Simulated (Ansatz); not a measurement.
# KNa2LuF6: complex band structure, part 3 of 3

A new crystal, KNa2LuF6: structure, gap and complex bands. It is built by putting Na for Rb, Lu for In in the KRb2InF6 structure of space group I4/m, with the volume rescaled by atomic radii. The parent structure comes from the Materials Project.

Ansatz 0.2.0; PBE DFT, plane waves, PAW files (the session's first sound run).

So far, gap on path (eV): step 3 (the bulk crystal and its band edges) 4.55.

The structure was built from a prototype and need not be the compound's stable phase.

### 7. Band edges at another level, cutoff 500 eV

This step: r2SCAN DFT, plane waves, PAW files (Ansatz 0.2.0).

The edges again with r2SCAN, at the same atoms. Against that run the cutoff is 500 eV against 420.

input.yaml

```yaml
crystal:
  lattice:
    - [-3.1516683546, 3.1516683546, 4.5173382287]
    - [3.1516683546, -3.1516683546, 4.5173382287]
    - [3.1516683546, 3.1516683546, -4.5173382287]
  atoms:
    - { symbol: K, position: [0.5, 0.5, 0.0] }
    - { symbol: Na, position: [0.75, 0.25, 0.5] }
    - { symbol: Na, position: [0.25, 0.75, 0.5] }
    - { symbol: Lu, position: [0.0, 0.0, 0.0] }
    - { symbol: F, position: [0.3193319085, 0.1210892641, 0.4404211726] }
    - { symbol: F, position: [0.6806680915, 0.8789107359, 0.5595788274] }
    - { symbol: F, position: [0.1210892641, 0.6806680915, 0.8017573557] }
    - { symbol: F, position: [0.8789107359, 0.3193319085, 0.1982426443] }
    - { symbol: F, position: [0.2336722118, 0.2336722118, 0.0] }
    - { symbol: F, position: [0.7663277882, 0.7663277882, 0.0] }
kpoints:
  mp_grid: { grid: [6, 6, 6] }
  band_path: { path: [VBM, CBM], npoints: 30 }
scf:
  occupations: { method: fixed }
hamiltonian:
  xc: r2scan
output:
  eigenvalues: true
```

Launch:

```
$ ansatz run input.yaml --threads 2 --pin off --max-ram 4096MiB --backend cpu --events-out ev --progress --plain --runs-dir out
```

Numbers of over 12 decimals in the logs are rounded to 6 here.

The log of the run:

```text
[...]
Crystal: 10 atoms, lattice volume = 179.483 Å³
Basis set: ecut = 500 eV, 4605 PW (Γ), exchange–correlation on 192×192×192 points (64 copies of the dense FFT grid, shifted against one another)
Bands: 57, of which v1, the nominal top of the filled ones, is band 47 counted from 1 (46 counted from 0)
Symmetry: 8 space group operations
[...]
k-points: 36 of 216
[...]
SCF iter   1: F=—  HF=-24138.233874 eV  |F-HF|=—  |Δ(HF+E_count)|=         —  Δρ=9.04e-3  dr2=1.14e-1  dr2_τ=1.97e-1  ethr=1.77e-3  ⟨swp⟩=5.0  Hψ=6463  notcnv=0  defer=271
[...]
SCF iter   8: F=-24138.365440 eV  HF=-24138.365440 eV  |F-HF|=2.75e-8  |Δ(HF+E_count)|=   3.13e-7  Δρ=7.19e-6  dr2=7.17e-8  dr2_τ=6.29e-9  ethr=1.06e-10  ⟨swp⟩=10.4  Hψ=8262  notcnv=0
SCF 1 converged in 8 iterations: F = -24138.365440 eV  dr2 = 7.17e-8
[...]
SCF converged after 8 iterations
Free energy (F): -24138.365440 eV
[...]
Internal energy: -24138.365440 eV  (E = F + TS)
E sigma→0 (E₀):  -24138.365440 eV
Fermi energy:    1.269042 eV
[...]
--- Band table (eV; the first three rows and the last of 36) ---
  k-point 0: bands = [... 43 lower, 0.9838, 1.2541, 1.2690, 1.2690, 6.3172, 9.9241, 9.9241, 10.0612, ... 6 higher]
  k-point 1: bands = [... 43 lower, 0.9784, 1.2267, 1.2510, 1.2535, 6.6462, 9.8274, 9.9413, 10.0589, ... 6 higher]
  k-point 2: bands = [... 43 lower, 0.9636, 1.1875, 1.2215, 1.2524, 7.5101, 9.5907, 9.8093, 9.9564, ... 6 higher]
  k-point 35: bands = [... 43 lower, 0.9859, 1.2266, 1.2618, 1.2618, 8.2363, 9.4756, 9.4887, 10.1332, ... 6 higher]
```

Elapsed: 27 s, on 2 threads of Intel Xeon 6975P-C (Granite Rapids), shared host; peak memory 1.1 GiB.

This step gave:

| Item | Value |
| --- | --- |
| free energy | -24138.3654 eV |
| Fermi energy | 1.269 eV |
| gap on the k-mesh | 5.048 eV |
| gap on path | 5.048 eV, by band count; negative where bands overlap |
| direct gap on path | 5.048 eV |

Levels at VBM (eV): -2.97, -2.73, -2.62, -2.60, -2.60, -2.25, -1.97, -1.97, -1.96, -1.84, -1.77, -1.74, -1.74, -1.41, -1.26, -1.26, -1.24, -1.24, -0.45, -0.33, -0.29, -0.29, -0.01, 0.00, 0.00, 5.05.

The searched edges give 5.05 eV, as on the mesh.

For the gap on path, step 3 gave 4.55 eV; this run, with r2SCAN and cutoff 500 eV, gives 5.05 eV.

### 8. Complex bands at another level, cutoff 500 eV

This step: r2SCAN DFT, plane waves, PAW files; complex bands by layer matching along the plane's normal (Ansatz 0.2.0).

The complex bands at that level, over its own gap, at (0, 0) and (0.5, 0).

input.yaml

```yaml
crystal:
  lattice:
    - [6.346051647, 0.0, 0.0]
    - [0.085142364, 6.345480461, 0.0]
    - [3.130454642, -3.172740231, 4.457132131]
  atoms:
    - { symbol: K, position: [0.5, 0.5, 0.0] }
    - { symbol: Na, position: [0.25, 0.25, 0.5] }
    - { symbol: Na, position: [0.75, 0.75, 0.5] }
    - { symbol: Lu, position: [0.0, 0.0, 0.0] }
    - { symbol: F, position: [0.8789107359, 0.1210892641, 0.4404211726] }
    - { symbol: F, position: [0.1210892641, 0.8789107359, 0.5595788274] }
    - { symbol: F, position: [0.3193319085, 0.6806680915, 0.8017573556] }
    - { symbol: F, position: [0.6806680915, 0.3193319085, 0.1982426444] }
    - { symbol: F, position: [0.2336722118, 0.2336722118, 0.0] }
    - { symbol: F, position: [0.7663277882, 0.7663277882, 0.0] }
kpoints:
  mp_grid: { grid: [6, 6, 6] }
scf:
  occupations: { method: fixed }
hamiltonian:
  xc: r2scan
output:
  eigenvalues: true
  transmission:
    leads: [[0, 0]]
    kpoints: [[0.0, 0.0], [0.5, 0.0]]
    e_range: [-1.0, 6.05]
    de: 0.18
```

The log of the run:

```text
[...]
Crystal: 10 atoms, lattice volume = 179.483 Å³
Basis set: ecut = 500 eV, 4605 PW (Γ), exchange–correlation on 192×192×192 points (64 copies of the dense FFT grid, shifted against one another)
Bands: 57, of which v1, the nominal top of the filled ones, is band 47 counted from 1 (46 counted from 0)
Symmetry: 8 space group operations
[...]
k-points: 36 of 216
[...]
SCF iter   1: F=—  HF=-24138.233843 eV  |F-HF|=—  |Δ(HF+E_count)|=         —  Δρ=9.04e-3  dr2=1.14e-1  dr2_τ=1.97e-1  ethr=1.77e-3  ⟨swp⟩=5.0  Hψ=6462  notcnv=0  defer=272
[...]
SCF iter   8: F=-24138.365440 eV  HF=-24138.365440 eV  |F-HF|=4.00e-8  |Δ(HF+E_count)|=   2.38e-7  Δρ=7.77e-6  dr2=7.93e-8  dr2_τ=6.81e-9  ethr=1.06e-10  ⟨swp⟩=10.3  Hψ=8297  notcnv=0
SCF 1 converged in 8 iterations: F = -24138.365440 eV  dr2 = 7.93e-8
[...]
transmission: 8 of 16 steps passed
transmission: 16 of 16 steps passed
SCF converged after 8 iterations
Free energy (F): -24138.365440 eV
[...]
Internal energy: -24138.365440 eV  (E = F + TS)
E sigma→0 (E₀):  -24138.365440 eV
Fermi energy:    1.269018 eV
[...]
--- Band table (eV; the first three rows and the last of 36) ---
  k-point 0: bands = [... 43 lower, 0.9837, 1.2541, 1.2690, 1.2690, 6.3171, 9.9241, 9.9241, 10.0612, ... 6 higher]
  k-point 1: bands = [... 43 lower, 0.9784, 1.2267, 1.2510, 1.2535, 6.6462, 9.8274, 9.9413, 10.0588, ... 6 higher]
  k-point 2: bands = [... 43 lower, 0.9636, 1.1875, 1.2214, 1.2523, 7.5101, 9.5907, 9.8093, 9.9564, ... 6 higher]
  k-point 35: bands = [... 43 lower, 0.9858, 1.2266, 1.2617, 1.2617, 8.2363, 9.4756, 9.4887, 10.1332, ... 6 higher]
--- Transmission ---
  basis      : 421 plane waves across, 8 finite elements along
  points     : 2, as listed
[...]
channels       : 0.000000e0 a spin
[...]
slowest decay  : 0.4965 /Å at (0.0000, 0.0000)
```

Wall time 1.8 min (2 threads); peak memory 1.9 GiB.

This step gave:

```yaml
level_to_which_the_leads_are_filled: 2.524 eV from the Fermi level
decay_constant_at_the_filling_level_zone_centre: 0.4965 Å⁻¹
decay_constant_at_the_filling_level_slowest_listed_point: 0.4965 Å⁻¹
```

K parallel (0, 0); values up to 1.5 1/Å, a degenerate pair printed once or twice; energies at which all values exceed this have no row. Im kz of the slowest decaying states against energy, zero at the highest filled level on the SCF mesh:

| energy (eV) | decay 1 (Å⁻¹) | decay 2 (Å⁻¹) | decay 3 (Å⁻¹) | decay 4 (Å⁻¹) |
| --- | --- | --- | --- | --- |
| -1.00 | 0.353 | 0.409 | 0.519 | 0.579 |
| -0.64 | 0.476 | 0.656 | 0.771 | 0.776 |
| -0.46 | 0.462 | 0.556 | 0.650 | 0.655 |
| -0.10 | 0.191 | 0.492 | 0.658 | 0.770 |
| 0.08 | 0.239 | 0.379 | 0.409 | 0.697 |
| 0.44 | 0.400 | 0.515 | 0.638 | 0.745 |
| 0.62 | 0.431 | 0.541 | 0.696 | 0.763 |
| 0.98 | 0.470 | 0.579 | 0.772 | 0.794 |
| 1.16 | 0.482 | 0.592 | 0.795 | 0.808 |
| 1.52 | 0.499 | 0.615 | 0.807 | 0.830 |
| 1.88 | 0.506 | 0.631 | 0.804 | 0.849 |
| 2.06 | 0.506 | 0.638 | 0.801 | 0.857 |
| 2.42 | 0.502 | 0.650 | 0.793 | 0.870 |
| 2.60 | 0.496 | 0.654 | 0.789 | 0.875 |
| 2.96 | 0.480 | 0.661 | 0.779 | 0.884 |
| 3.14 | 0.469 | 0.664 | 0.774 | 0.888 |
| 3.50 | 0.439 | 0.668 | 0.763 | 0.893 |
| 3.86 | 0.399 | 0.670 | 0.753 | 0.896 |
| 4.04 | 0.373 | 0.670 | 0.748 | 0.897 |
| 4.40 | 0.308 | 0.670 | 0.737 | 0.897 |
| 4.58 | 0.265 | 0.669 | 0.732 | 0.896 |
| 4.94 | 0.131 | 0.666 | 0.720 | 0.868 |
| 5.12 | 0.664 | 0.714 | 0.849 | 0.891 |
| 5.48 | 0.658 | 0.702 | 0.814 | 0.885 |
| 5.66 | 0.655 | 0.696 | 0.796 | 0.882 |
| 6.02 | 0.647 | 0.682 | 0.761 | 0.872 |

K parallel (0.5, 0); values up to 1.5 1/Å, a degenerate pair printed once or twice; energies at which all values exceed this have no row. Im kz of the slowest decaying states against energy, zero at the highest filled level on the SCF mesh:

| energy (eV) | decay 1 (Å⁻¹) | decay 2 (Å⁻¹) | decay 3 (Å⁻¹) | decay 4 (Å⁻¹) |
| --- | --- | --- | --- | --- |
| -1.00 | 0.0848 | 0.164 | 0.446 | 0.632 |
| -0.46 | 0.396 | 0.461 | 0.472 | 0.591 |
| 0.08 | 0.381 | 0.472 | 0.689 | 0.753 |
| 0.44 | 0.486 | 0.776 | 0.823 | 0.904 |
| 0.98 | 0.546 | 0.827 | 0.898 | 0.925 |
| 1.52 | 0.578 | 0.857 | 0.956 | 0.966 |
| 2.06 | 0.597 | 0.886 | 0.951 | 0.970 |
| 2.60 | 0.604 | 0.910 | 0.917 | 0.970 |
| 2.96 | 0.605 | 0.886 | 0.925 | 0.967 |
| 3.50 | 0.596 | 0.844 | 0.948 | 0.961 |
| 4.04 | 0.574 | 0.805 | 0.952 | 0.978 |
| 4.58 | 0.535 | 0.768 | 0.940 | 1.00 |
| 4.94 | 0.496 | 0.746 | 0.930 | 1.01 |
| 5.48 | 0.409 | 0.716 | 0.914 | 0.997 |
| 6.02 | 0.266 | 0.689 | 0.896 | 0.960 |

At the listed wavevectors the last open channel is at -0.10 eV and the next at +5.12 eV on the grid. At +2.60 eV, the grid energy nearest the filling level (the middle of the gap on the SCF mesh), the slowest state at the listed wavevectors decays with κ = 0.496 Å⁻¹, its amplitude falling by e over 2.0 Å; the first such run, plane (110), gave 0.471 Å⁻¹.

### 9. What came out

* band gap: 4.55 eV
* least decay constant at mid-gap, normal to (110): 0.471 Å⁻¹
* least decay constant at mid-gap, normal to (001): 0.440 Å⁻¹
* least decay constant on a mesh, normal to (110): 0.469 Å⁻¹
* least decay constant, r2SCAN: 0.496 Å⁻¹

With PBE, the slowest decay at the wavevectors tried is κ = 0.440 Å⁻¹, normal to (001). Through such a film the transmission near mid-gap falls as exp(−2κd), a factor of ten every 2.6 Å. The directions tried decay at nearly the same rate. A free electron under a barrier of half the gap would need a mass of 0.32 mₑ to decay at this rate. With r2SCAN the gap goes from 4.55 to 5.05 eV and the decay constant, over the first 2 listed wavevectors, from 0.471 to 0.496 Å⁻¹. The compound is made up by substitution; its stability against other phases and against distortions of the cell's symmetry was not tested. A semilocal functional narrows gaps, so real decay constants are likely larger.

[Logs are printed without paths, hosts, clocks, repeated set-up lines and the standing remarks that a program may print on its own settings, such as how far it seeks lower states.]

[Hosts, paths, dates, database ids (printed as entryN), source tags and the programs' standing remarks are cut or masked in the printed files.]
